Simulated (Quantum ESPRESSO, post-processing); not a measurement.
# CoSi2(111), stepped through the number of trilayers, part 8 of 8

What law, if any, do the results for CoSi2(111) follow against the number of trilayers?

Quantum ESPRESSO 7.5; plane-wave DFT, PBE, GBRV ultrasoft pseudopotentials.

So far. Step 9 (SCF with pw.x, 6 trilayers): Inside the slab this potential holds the local part of the pseudopotentials, which can be repulsive at the nuclei; only its value in the vacuum has a meaning of its own. Step 10 (Relaxing the ions, 7 trilayers): The relaxation lowers the energy by 4 meV an atom. On the free atoms the largest force ends at 0.013 eV/Å.

## 11. Ground state, 7 trilayers

m5.esm.in

```
&control
  prefix = 'm5.esm'
  outdir = './out'
  pseudo_dir = './pseudo'
  calculation = 'scf'
  tprnfor = .true.
/
&system
  ibrav = 0
  nat = 21
  ntyp = 2
  ecutwfc = 40
  ecutrho = 200
  occupations = 'smearing'
  smearing = 'mv'
  degauss = 0.02
  assume_isolated = 'esm'
  esm_bc = 'bc1'
/
&electrons
  conv_thr = 1e-08
  mixing_beta = 0.25
  electron_maxstep = 160
  mixing_mode = 'local-TF'
  mixing_ndim = 12
/
ATOMIC_SPECIES
  Si  28.0850  si_pbe_v1.uspp.F.UPF
  Co  58.9332  co_pbe_v1.2.uspp.F.UPF
CELL_PARAMETERS angstrom
  3.78698640100000 0.00000000000000 0.00000000000000
  -1.89349320050000 3.27962642722956 0.00000000000000
  0.00000000000000 0.00000000000000 36.09324966494823
ATOMIC_POSITIONS crystal
  Si  0.666666666700 0.333333333300 -0.275301090600
  Co  0.000000000000 0.000000000000 -0.257050407100
  Si  0.333333333300 0.666666666700 -0.235586420000
  Si  0.000000000000 0.000000000000 -0.193048819700
  Co  0.333333333300 0.666666666700 -0.171268053800
  Si  0.666666666700 0.333333333300 -0.150212562500
  Si  0.333333333300 0.666666666700 -0.107109491800
  Co  0.666666666700 0.333333333300 -0.085687593400
  Si  0.000000000000 0.000000000000 -0.064265695100
  Si  0.666666666700 0.333333333300 -0.021421898400
  Co  0.000000000000 0.000000000000 0.000000000000
  Si  0.333333333300 0.666666666700 0.021421898400
  Si  0.000000000000 0.000000000000 0.064265695100
  Co  0.333333333300 0.666666666700 0.085687593400
  Si  0.666666666700 0.333333333300 0.107109491800
  Si  0.333333333300 0.666666666700 0.150212562500
  Co  0.666666666700 0.333333333300 0.171268053800
  Si  0.000000000000 0.000000000000 0.193048819700
  Si  0.666666666700 0.333333333300 0.235586420000
  Co  0.000000000000 0.000000000000 0.257050407100
  Si  0.333333333300 0.666666666700 0.275301090600
K_POINTS automatic
  12 12 1 0 0 0
```

Command:

```bash
> OMP_NUM_THREADS=1 mpirun -n 8 pw.x -nk 8 -in m5.esm.in > m5.esm.out
```

Log:

```text
[banner, memory and clock lines left out]
Program PWSCF v.7.5 starts
[...]
Message from routine setup:
[...]
number of electrons       =       175.00
     number of Kohn-Sham states=          106
     kinetic-energy cutoff     =      40.0000  Ry
     charge density cutoff     =     200.0000  Ry
[...]
number of k points=    19  Marzari-Vanderbilt smearing, width (Ry)=  0.0200
[...]
Dense  grid:   144313 G-vectors     FFT dimensions: (  36,  36, 320)
[...]
negative rho (up, down):  8.510E-04 0.000E+00
     Starting wfcs are  147 randomized atomic wfcs
[...]
negative rho (up, down):  8.245E-03 0.000E+00
[...]
estimated scf accuracy    <     103.49797414 Ry
[...]
negative rho (up, down):  1.348E-02 0.000E+00
[...]
estimated scf accuracy    <      21.28272162 Ry
[...]
negative rho (up, down):  9.381E-03 0.000E+00
[...]
estimated scf accuracy    <       9.49954349 Ry
[...]
negative rho (up, down):  7.644E-03 0.000E+00
[...]
estimated scf accuracy    <       2.52552113 Ry
[...]
negative rho (up, down):  1.031E-02 0.000E+00
[...]
estimated scf accuracy    <       0.99331437 Ry
[...]
negative rho (up, down):  4.276E-04 0.000E+00
[...]
estimated scf accuracy    <       0.71361761 Ry
[...]
negative rho (up, down):  3.378E-04 0.000E+00
[...]
estimated scf accuracy    <       0.11252633 Ry
[...]
negative rho (up, down):  3.889E-04 0.000E+00
[...]
estimated scf accuracy    <       0.36794496 Ry
[...]
negative rho (up, down):  1.408E-04 0.000E+00
[...]
estimated scf accuracy    <       0.42493960 Ry
[...]
negative rho (up, down):  1.974E-04 0.000E+00
[...]
estimated scf accuracy    <       0.13890296 Ry
[...]
negative rho (up, down):  4.504E-05 0.000E+00
[...]
estimated scf accuracy    <       0.15084211 Ry
[...]
negative rho (up, down):  3.551E-05 0.000E+00
[...]
estimated scf accuracy    <       0.17963723 Ry
[...]
negative rho (up, down):  9.948E-04 0.000E+00
[...]
estimated scf accuracy    <       0.00000316 Ry
[...]
negative rho (up, down):  9.941E-04 0.000E+00
[...]
estimated scf accuracy    <       0.00000632 Ry
[...]
negative rho (up, down):  1.004E-03 0.000E+00
[...]
estimated scf accuracy    <       0.00000463 Ry
[...]
negative rho (up, down):  1.025E-03 0.000E+00
[...]
estimated scf accuracy    <       0.00000051 Ry
[...]
negative rho (up, down):  1.055E-03 0.000E+00
[...]
estimated scf accuracy    <       0.00000033 Ry
[...]
negative rho (up, down):  1.048E-03 0.000E+00
[...]
estimated scf accuracy    <       0.00000018 Ry
[...]
negative rho (up, down):  1.056E-03 0.000E+00
[...]
estimated scf accuracy    <       0.00000029 Ry
[...]
negative rho (up, down):  1.062E-03 0.000E+00
[...]
estimated scf accuracy    <       0.00000007 Ry
[...]
negative rho (up, down):  1.059E-03 0.000E+00
[...]
estimated scf accuracy    <       0.00000011 Ry
[...]
negative rho (up, down):  1.061E-03 0.000E+00
[...]
the Fermi energy is    -5.0509 ev
!    total energy              =   -2224.30298684 Ry
     estimated scf accuracy    <          1.4E-09 Ry
     smearing contrib. (-TS)   =       0.00713193 Ry
     internal energy E=F+TS    =   -2224.31011877 Ry
[...]
one-electron contribution =  115813.98012953 Ry
     hartree contribution      =  -57929.52568485 Ry
     xc contribution           =    -290.64336130 Ry
     ewald contribution        =  -59818.12120214 Ry
     convergence has been achieved in  55 iterations
     negative rho (up, down):  1.061E-03 0.000E+00
[...]
Total force =     0.009251     Total SCF correction =     0.000181
[...]
```

It took 25 min on 8 MPI ranks of Arm Neoverse N1, shared host; peak memory 3.1 GiB.

Read from the output:

| Property | Result |
| --- | --- |
| free energy | -30263.1839 eV |
| Fermi energy | -5.051 eV |
| vacuum line at the lower end of the cell, over the Fermi level | 5.051 eV |
| vacuum line at the upper end of the cell, over the Fermi level | 5.051 eV |

Inside the slab this potential holds the local part of the pseudopotentials, which can be repulsive at the nuclei; only its value in the vacuum has a meaning of its own.

## 12. The series side by side

The series in one table:

```csv
the number of trilayers,energy (eV),work function (eV)
2 trilayers,-8645.1061,5.117
3 trilayers,-12968.5622,5.117
4 trilayers,-17292.2899,4.993
5 trilayers,-21615.9255,5.085
6 trilayers,-25939.5267,5.065
7 trilayers,-30263.1838,5.051
```

## 13. By hand

γ = intercept/(2A) = 2.3424 eV / (2 × 12.420 Å²) × 16.02 = 1.51 J/m².

## 14. Results

```json
{
 "surface energy from the intercept": "1.51 J/m²",
 "work function at 7 trilayers": "5.05 eV"
}
```

In words: The series holds 6 members; surface energy from the intercept: 1.51 J/m²; work function at 7 trilayers: 5.05 eV (PBE, GBRV ultrasoft). A line through the energies of all but the thinnest slab has a slope of -4323.6480 eV a layer and leaves residuals that spread over 80 meV, worth 0.05 J/m². The work function spans 4.99 to 5.12 eV and over the last three members 0.03 eV. Unreconstructed faces. One mesh, so part of the swing with thickness is sampling.

[Logs are printed without paths, hosts, clocks, repeated set-up lines and the standing remarks that a program may print on its own settings, such as how far it seeks lower states.]

[Hosts, paths, dates, database ids (printed as entryN), source tags and the programs' standing remarks are cut or masked in the printed files.]

[Maps of the electrostatic potential energy from Ansatz leave out the sawtooth potential of an applied field or a dipole correction, so their vacuum need not be flat; planar profiles and work functions include it.]
